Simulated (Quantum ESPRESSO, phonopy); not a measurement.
# Al (Fm-3m): a volume series of phonon spectra, part 6 of 6

Wanted: mode Grüneisen parameters of Al and a free-energy fit over volumes.

Experimental results on record:
- volume expansion coefficient 69 1e-6/K and heat capacity C_P per formula unit 24.2 J/mol/K near room temperature (given in “High-Throughput Prediction of Finite-Temperature Properties using the Quasi-Harmonic Approximation”, 2016, arXiv:1603.06924)

Quantum ESPRESSO 7.5; DFT PBEsol, scalar-relativistic, plane waves, GBRV ultrasoft pseudopotentials.

So far. Step 21 (Phonons, V/V0 1.05): No mode is imaginary beyond numerical noise along the path. Step 21 (Phonons, V/V0 1.05): The time given is that of the one pw.x run on a displaced cell behind this step.

## 22. How the modes move with volume (continued)

Mean Grüneisen, by row:

```
T (K)  heat-capacity-weighted mean  root mean square
   50                        2.418             2.424
  100                        2.339              2.35
  200                        2.289             2.301
  300                        2.277              2.29
  500                         2.27             2.283
  800                        2.268             2.281
```

The mean mode Grueneisen parameter by wavenumber:

| wavenumber (cm⁻¹) | mean mode Grueneisen parameter |
| --- | --- |
| 5 | - |
| 16 | - |
| 27 | 2.47 |
| 38 | 2.47 |
| 49 | 2.42 |
| 60 | 2.38 |
| 70 | 2.46 |
| 81 | 2.42 |
| 92 | 2.42 |
| 103 | 2.44 |
| 114 | 2.47 |
| 124 | 2.43 |
| 135 | 2.46 |
| 146 | 2.47 |
| 157 | 2.47 |
| 168 | 2.47 |
| 178 | 2.48 |
| 189 | 2.45 |
| 200 | 2.25 |
| 211 | 2.24 |
| 222 | 2.16 |
| 232 | 2.14 |
| 243 | 2.09 |
| 254 | 2.05 |
| 265 | 2 |
| 276 | 2.01 |
| 287 | 1.99 |
| 297 | 1.97 |
| 308 | 1.96 |
| 319 | 1.95 |

Volume series, by row:

| V/V0 | V (Å³/atom) | pressure (GPa) | E - E0 (meV/atom) | gap (eV) | zero-point energy (meV/atom) | lowest on the path (cm⁻¹) | highest at Gamma without the LO-TO term (cm⁻¹) |
| --- | --- | --- | --- | --- | --- | --- | --- |
| 0.97 | 15.68 | 2.689 | 3.959 | 0 | 40.6 | 0 | - |
| 0.985 | 15.92 | 1.289 | 0.963 | 0 | 39.3 | 0 | - |
| 1 | 16.16 | 0.001 | 0 | 0 | 38.03 | 0 | - |
| 1.015 | 16.4 | -1.184 | 0.906 | 0 | 36.79 | 0 | - |
| 1.03 | 16.65 | -2.273 | 3.533 | 0 | 35.58 | 0 | - |
| 1.05 | 16.97 | -3.59 | 9.471 | 0 | 34.01 | 0 | - |

Grüneisen at points, by row:

```
point  branch  frequency (cm⁻¹)  mode Grüneisen parameter
    X       1             191.9                      2.63
    X       3             322.1                      1.86
    U       1             176.7                      2.61
    U       2             245.1                      2.26
    U       3             293.4                      1.94
    K       1             176.7                      2.61
    K       2             245.1                      2.26
    K       3             293.4                      1.94
    L       1             138.8                      2.47
    L       3             325.2                      1.98
    W       1             195.1                      2.59
    W       2             267.5                      2.05
```

## 23. Free-energy fit

Numbers from this step:

```
volume expansion coefficient at 300 K : 75.37 1e-6/K
isothermal bulk modulus at 300 K      : 72.71 GPa
C_P at 300 K                          : 24.33 J/mol-atom/K
Grüneisen parameter at 300 K          : 2.368
```

Energy (each curve on its own zero) against volume; values in meV/atom:

| volume (Å³/atom) | static | F at 0 K | F at 300 K | F at 950 K |
| --- | --- | --- | --- | --- |
| 15.676 | 3.96 | 7.18 | 11.2 | 25.5 |
| 15.918 | 0.96 | 2.88 | 5.42 | 14.2 |
| 16.161 | 0 | 0.64 | 1.61 | 4.81 |
| 16.403 | 0.91 | 0.31 | -0.34 | -2.73 |
| 16.646 | 3.53 | 1.73 | -0.59 | -8.64 |
| 16.969 | 9.47 | 6.09 | 1.49 | -14.2 |

Phonopy-qha, vinet fit of F(V) at each temperature; no electronic free energy. Qha vinet, by row:

```
T (K)  fitted volume (Å³/atom)  alpha_V (1e-6/K)  B_T (GPa)  C_P (J/mol-atom/K)  Grueneisen
   75                    16.34             28.29      79.33               9.187       2.372
  100                    16.35             40.63      78.77               13.43        2.35
  125                    16.37             49.85      78.11               16.56       2.345
  150                    16.39             56.57       77.4               18.79       2.345
  175                    16.42             61.58      76.66                20.4       2.346
  200                    16.44             65.44      75.89                21.6       2.349
  225                    16.47             68.55      75.12               22.52       2.352
  250                     16.5             71.14      74.33               23.24       2.357
  275                    16.53             73.38      73.52               23.83       2.362
  300                    16.56             75.37      72.71               24.33       2.368
  325                    16.59              77.2      71.89               24.76       2.375
  350                    16.62             78.92      71.07               25.14       2.382
  375                    16.66             80.56      70.23               25.48       2.389
  400                    16.69             82.14      69.38                25.8       2.397
  425                    16.73              83.7      68.53               26.09       2.405
  450                    16.76             85.25      67.67               26.37       2.413
  475                     16.8              86.8       66.8               26.64       2.422
```

Table of volume expansion coefficient, phonopy-qha, Vinet by temperature:

| temperature (K) | volume expansion coefficient, phonopy-qha, Vinet (1e-6/K) |
| --- | --- |
| 75 | 28.3 |
| 100 | 40.6 |
| 125 | 49.9 |
| 150 | 56.6 |
| 175 | 61.6 |
| 200 | 65.4 |
| 225 | 68.5 |
| 250 | 71.1 |
| 275 | 73.4 |
| 300 | 75.4 |
| 325 | 77.2 |
| 350 | 78.9 |
| 375 | 80.6 |
| 400 | 82.1 |
| 425 | 83.7 |
| 450 | 85.2 |
| 475 | 86.8 |

The fit gives a volume expansion of 75.4 × 10⁻⁶/K at 300 K.

## 24. Summary of results

| Item | Value |
| --- | --- |
| volume expansion coefficient at 300 K | 75.37 1e-6/K |
| isothermal bulk modulus at 300 K | 72.71 GPa |
| C_P at 300 K | 24.33 J/mol-atom/K |
| Grüneisen parameter at 300 K | 2.368 |
| mean mode Grüneisen parameter at 300 K | 2.28 |

In words: Near room temperature Al expands by 75.4 × 10⁻⁶/K in volume by PBEsol, with C_P = 24.3 J/(mol K) per mole of atoms and B_T = 72.7 GPa. The q-mesh is coarse, and the expansion can converge slowly with it. The table stops at 475 K because beyond it the fitted volume comes within 1 % of the largest computed cell, where the fit loses its support. C_P at room temperature is 98 % of the classical 3R an atom. A measured volume expansion coefficient near room temperature is 69 1e-6/K (arXiv:1603.06924); the calculated 75.4 1e-6/K differs by +9 %. A measured heat capacity per formula unit near room temperature is 24.2 J/mol/K (arXiv:1603.06924); the calculated 24.3 J/mol/K differs by +1 %. The fit leaves out the electrons' free energy, which adds to C_P and to the expansion of a metal at high temperature. The heat-capacity-weighted Grüneisen parameter goes from 2.42 at 50 K to 2.27 at 800 K. Weighting γ by the density of states and each mode's heat capacity at 300 K, modes below 110 cm⁻¹ give about 7 % of the sum of γC that drives the expansion, those up to 220 cm⁻¹ 60 % and the rest 33 %. Among the labelled points γ is largest for branch 1 at X (192 cm⁻¹, 2.6) and smallest for branch 3 at X (322 cm⁻¹, 1.9). The supercell is small: only its own wavevectors are exact, and branches between them are interpolated and can be misplaced.

[Logs are printed without paths, hosts, clocks, repeated set-up lines and the standing remarks that a program may print on its own settings, such as how far it seeks lower states.]

[Hosts, paths, dates, database ids (printed as entryN), source tags and the programs' standing remarks are cut or masked in the printed files.]

[A step with changed settings may run another functional than the one named; its input shows which.]

[Of the runs on displaced cells, only some may be shown.]
